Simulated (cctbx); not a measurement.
# Which space group?

Cell: a = 8.0120 Å, b = 8.0120 Å, c = 4.5720 Å, α = 90.00°, β = 90.00°, γ = 90.00°. Expected content of the cell: Au2 Cu24.

Simulated single-crystal data (cctbx): Cu Kα, λ = 1.54184 Å, to d = 0.8 Å, 80 % of the full sphere, strongest reflection 20000 counts, noise from counting, a 3 % proportional error and a noise floor of 4 counts (s.d.); no absorption, some extinction.

A first pass over the reflections prints:

```text
1941 reflections to d = 0.801 A
centring   violations  <I/sigma> of those
    A        440 of   982      9.5
    B        442 of   989      9.5
    C        434 of   977      9.8
    I          0 of   956     -0.0
    R        591 of  1300      9.6
    F        658 of  1474      9.6
Laue class    unique    Rint  (classes that these axes allow; Friedel mates merged)
I 1 2/m 1         320   0.023
I 1 1 2/m         339   0.023
I 2/m 1 1         322   0.023
I m m m           194   0.025
I 4/m             171   0.026
I 4/m m m         107   0.026
space group    extra absences  I>4sigma  <I/sigma>
I 4 2 2                 0          0         -  acentric
I 4 m m                 0          0         -  acentric
I -4 m 2                0          0         -  acentric
I -4 2 m                0          0         -  acentric
I 4/m m m               0          0         -  centric
Wilson B = 1.71 A^2   <|E^2-1|> = 0.739 (0.968 centric, 0.736 acentric)   E^2>4: 0.0 %
shell (A)         n   <I/sigma>
 5.67 - 1.59     17     56.4
 1.59 - 1.27     14     65.6
 1.27 - 1.11     15     55.8
 1.11 - 1.01     11     53.3
 1.01 - 0.94     14     53.0
 0.94 - 0.88     12     56.5
 0.88 - 0.84     12     57.6
 0.84 - 0.80     12     28.7
```

Q: Read the symmetry from these tables.

The reflections that I centring forbids are absent (⟨I/σ⟩ near 0), so the lattice is I.

Rint stays low (0.023 to 0.026) up to I 4/m m m, the highest class in these axes.

5 settings pass the absence test. No glide or screw absences show, which leaves I 4 2 2, I 4 m m, I -4 m 2, I -4 2 m and I 4/m m m.

⟨|E²−1|⟩ = 0.739 leans to a non-centrosymmetric structure. Here that hint misleads: the statistic assumes many like atoms on general positions, and few, heavy or special-position atoms break it. The Wilson B of 1.71 Å² means U ≈ 0.0217 Å².

The true group is I4/mmm (no. 139), Laue class 4/mmm, centrosymmetric. The tables only narrow the choice to the tied entries; cell content, site symmetry and trial solutions must settle it.

The model was made for the exercise: a known structure type with other elements put in, its volume estimated, not relaxed; displacement parameters are assumed.

[Logs are printed without paths, hosts, clocks, repeated set-up lines and the standing remarks that a program may print on its own settings, such as how far it seeks lower states.]
